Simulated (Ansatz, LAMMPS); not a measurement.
## Atom list for Glassy 46SiO2-16Al2O3-16BaO-16Li2O-5Sc2O3 (mol %) (121 atoms)

The starting structure: 121 atoms (17 Si, 12 Al, 6 Ba, 12 Li, 4 Sc, 70 O) placed at random at 3.16 g/cm³, melted at 4000 K for 10 ps at fixed volume with the Morse and Coulomb pair potential with partial charges (Pedone, Malavasi, Menziani, Cormack and Segre, J. Phys. Chem. B 110, 11780 (2006)). Quenched from 4000 K to 300 K at 300 K/ps and fixed volume, held 10 ps at zero pressure, then minimised at fixed cell.

Geometry: the frame at 70 fs of a trajectory (instantaneous temperature 292 K). Computed with Ansatz 0.2.0: Kohn-Sham DFT, PBE, PAW (set soft_2), plane waves; cutoff 420 eV, Γ point, fixed occupations; density 3.21 g/cm³.

Cell vectors (Å):

```
11.589 0.000 0.000
0.000 11.589 0.000
0.000 0.000 11.589
```

Positions (Å):

```
1 Si 2.099 3.075 6.814
2 Si 8.736 10.826 0.194
3 Si 4.620 9.070 11.274
4 Si 0.034 7.856 2.790
5 Si 4.253 6.562 5.935
6 Si 7.960 6.823 7.561
7 Si 10.007 2.469 10.675
8 Si 11.233 0.062 2.020
9 Si 6.329 6.957 1.530
10 Si 11.037 6.807 8.401
11 Si 11.227 5.234 11.251
12 Si 10.353 11.396 6.752
13 Si 3.728 0.589 7.829
14 Si 4.446 2.008 2.570
15 Si 4.818 3.327 9.348
16 Si 3.779 10.714 3.457
17 Si 6.850 4.907 5.274
18 Al 5.674 11.052 5.646
19 Al 2.276 6.494 0.966
20 Al 8.195 9.454 5.484
21 Al 8.632 8.665 2.300
22 Al 2.008 9.504 1.370
23 Al 10.839 11.132 9.979
24 Al 3.823 7.689 3.242
25 Al 9.942 2.512 2.241
26 Al 2.138 5.986 7.560
27 Al 4.957 2.607 5.868
28 Al 4.136 6.448 9.759
29 Al 3.350 9.495 6.263
30 Ba 7.419 4.843 10.677
31 Ba 1.886 1.544 11.387
32 Ba 1.567 4.449 3.496
33 Ba 9.957 3.745 6.305
34 Ba 1.245 1.000 4.610
35 Ba 7.521 1.002 8.149
36 Li 7.327 8.513 10.594
37 Li 4.293 4.545 0.749
38 Li 7.187 2.622 3.865
39 Li 9.266 0.556 4.376
40 Li 1.014 7.439 5.560
41 Li 7.730 1.556 1.427
42 Li 2.067 4.613 9.815
43 Li 11.217 9.864 4.662
44 Li 2.294 8.379 9.857
45 Li 10.955 8.503 10.616
46 Li 9.085 9.597 8.632
47 Li 6.587 10.072 2.782
48 Sc 9.526 5.453 2.631
49 Sc 1.054 9.957 8.032
50 Sc 5.661 0.810 11.146
51 Sc 6.019 8.748 8.082
52 O 2.951 10.767 7.596
53 O 7.332 7.065 8.998
54 O 7.911 9.831 1.153
55 O 11.218 6.092 9.850
56 O 4.596 6.847 7.461
57 O 7.967 5.004 4.156
58 O 9.816 1.154 6.113
59 O 2.509 6.425 9.156
60 O 11.182 8.387 8.623
61 O 9.098 2.780 9.419
62 O 10.563 3.940 3.101
63 O 7.143 9.839 9.055
64 O 7.751 0.307 11.251
65 O 4.520 0.456 9.137
66 O 0.393 11.226 6.585
67 O 2.372 1.534 7.498
68 O 3.007 8.932 0.011
69 O 4.686 8.287 9.758
70 O 9.780 10.073 5.987
71 O 3.389 3.080 10.212
72 O 0.682 8.634 3.968
73 O 5.819 8.100 0.380
74 O 11.025 1.233 10.385
75 O 10.967 11.174 3.480
76 O 1.062 5.269 0.441
77 O 4.842 0.855 6.433
78 O 5.326 10.756 3.838
79 O 3.484 0.562 2.721
80 O 10.137 11.203 8.394
81 O 0.731 3.121 6.001
82 O 9.678 10.023 10.712
83 O 3.450 3.172 2.055
84 O 7.534 5.523 6.769
85 O 5.164 2.246 4.019
86 O 0.954 10.918 1.325
87 O 1.133 7.960 1.460
88 O 8.254 9.282 3.816
89 O 3.564 6.321 11.445
90 O 2.028 8.512 6.875
91 O 3.279 3.072 5.656
92 O 11.145 6.481 3.322
93 O 2.777 5.906 5.849
94 O 11.219 3.669 10.715
95 O 9.925 11.549 1.102
96 O 5.139 4.949 9.601
97 O 3.913 7.886 4.987
98 O 2.066 4.192 7.947
99 O 6.502 3.431 5.689
100 O 9.317 2.639 0.592
101 O 5.128 9.605 6.461
102 O 3.298 9.451 2.542
103 O 4.767 2.917 7.752
104 O 9.572 6.439 7.738
105 O 11.527 1.634 2.088
106 O 8.569 1.748 3.084
107 O 0.386 6.299 7.216
108 O 6.116 2.508 10.124
109 O 10.352 8.490 2.032
110 O 5.472 7.518 2.747
111 O 5.660 1.575 1.386
112 O 7.361 11.003 5.912
113 O 2.972 10.639 4.827
114 O 2.888 6.477 2.568
115 O 4.947 10.540 0.007
116 O 7.811 8.206 6.653
117 O 5.429 5.752 5.192
118 O 6.046 5.446 1.201
119 O 7.954 7.134 1.750
120 O 0.810 10.418 9.918
121 O 10.035 5.516 0.681
```

Q: Give the force on every atom.

Columns: atom, fx, fy, fz (forces in eV/Å).

```
1 2.246 -1.143 0.823
2 1.257 -0.957 2.139
3 0.165 -3.224 -0.614
4 -0.228 1.987 -1.917
5 -0.089 0.433 -0.266
6 2.286 0.138 -0.577
7 1.237 1.630 0.136
8 0.215 -1.750 -0.757
9 -1.274 0.478 0.147
10 -1.024 0.539 -1.419
11 0.244 -1.953 0.409
12 1.459 -0.922 0.344
13 -1.492 1.640 -2.517
14 1.280 -0.831 -0.242
15 -1.241 -0.563 -0.008
16 0.288 1.442 0.281
17 -0.599 3.200 2.305
18 -0.417 -0.261 -1.179
19 -0.605 0.636 -1.264
20 0.351 1.534 1.135
21 1.503 -0.008 -1.204
22 -0.830 0.099 -1.261
23 0.616 1.109 0.174
24 1.615 0.975 0.604
25 0.134 -0.555 0.646
26 -0.417 -0.787 -1.824
27 -1.251 0.258 0.263
28 0.695 0.092 -0.073
29 -0.667 -0.373 -0.663
30 0.722 -0.416 0.012
31 -0.057 0.185 -0.075
32 0.386 -0.029 0.572
33 0.002 0.367 0.247
34 0.402 -0.075 0.395
35 -0.362 0.032 0.672
36 -0.325 0.249 -0.252
37 0.322 0.232 0.085
38 -0.481 0.008 0.121
39 -0.178 -0.270 -0.358
40 0.326 0.450 0.114
41 -0.233 -0.085 -0.221
42 0.325 -0.430 0.076
43 -0.248 -0.007 0.326
44 0.417 -0.368 0.192
45 0.049 0.251 0.030
46 -0.358 -0.207 0.054
47 0.390 -0.159 -0.283
48 -0.349 1.444 0.245
49 0.253 -0.302 -2.287
50 0.468 -0.890 -0.677
51 -0.757 -0.719 0.394
52 0.169 -1.546 -0.373
53 -0.598 0.509 0.788
54 -0.142 -0.757 0.470
55 -0.194 0.451 0.929
56 0.593 0.801 0.956
57 0.849 -0.084 -0.877
58 -0.706 1.108 0.084
59 -0.643 1.108 0.634
60 -0.165 0.889 0.871
61 -1.187 0.167 -0.710
62 -0.431 -1.053 0.094
63 0.743 0.642 0.210
64 -1.979 2.243 -1.163
65 1.702 0.209 2.929
66 -0.505 -0.415 -0.041
67 0.115 0.744 0.315
68 -0.731 0.186 -0.139
69 -0.417 0.249 -0.040
70 0.186 -0.559 0.141
71 1.208 0.172 -0.128
72 1.312 0.481 1.518
73 0.574 0.035 -0.731
74 -0.100 -0.942 0.757
75 -0.484 -0.036 1.902
76 0.991 0.874 0.365
77 0.156 -1.332 0.181
78 1.365 -0.211 0.942
79 -0.530 0.593 -0.633
80 -1.136 -0.018 -1.415
81 -1.256 -0.052 -1.097
82 -0.155 -0.909 -0.593
83 -0.071 -0.331 -0.354
84 -0.963 -1.786 -1.977
85 0.213 -0.445 -0.895
86 0.726 -0.380 -0.082
87 -0.167 -0.727 -0.592
88 -1.088 -0.156 -0.111
89 0.375 -0.728 0.320
90 -0.523 0.182 0.825
91 -1.164 0.515 -0.740
92 -0.676 -3.615 0.890
93 -1.365 -0.896 0.559
94 0.047 0.023 0.093
95 -1.111 -0.392 -0.876
96 -0.052 0.254 -0.121
97 -0.019 1.122 -0.339
98 -0.020 1.091 0.468
99 1.076 -1.878 0.392
100 -0.508 0.076 -0.770
101 -0.391 0.368 0.550
102 0.764 -0.900 0.697
103 0.902 0.498 1.145
104 -0.084 -0.016 0.600
105 0.774 1.773 -0.146
106 0.735 0.561 -0.101
107 1.057 -0.773 -0.508
108 -0.778 0.963 -0.615
109 -1.107 0.645 -0.515
110 -0.223 0.929 1.344
111 -1.323 0.626 1.130
112 0.122 0.038 -0.244
113 -0.432 -0.507 1.375
114 -0.785 -1.417 0.326
115 0.851 2.745 0.128
116 -0.697 -0.744 0.738
117 1.067 -0.876 -1.081
118 0.151 -1.429 -1.081
119 0.096 -0.184 0.220
120 0.764 -0.385 0.585
121 -0.945 0.488 -0.388
```

The quench rate of 300 K/ps is many orders above laboratory rates, so the cell is likely richer in defects and strain than a real sample. The network of bonds at the start is that of the classical potential that made the cell. Only the Γ point is sampled, in a cell whose shortest periodic width is 12 Å.

The r.m.s. force component is 0.900 eV/Å; the longest force, 3.99 eV/Å, acts on Si17. The energy lies 0.9 meV/atom below that of the first step of this run.

[Logs are printed without paths, hosts, clocks, repeated set-up lines and the standing remarks that a program may print on its own settings, such as how far it seeks lower states.]

[Hosts, paths, dates, database ids (printed as entryN), source tags and the programs' standing remarks are cut or masked in the printed files.]
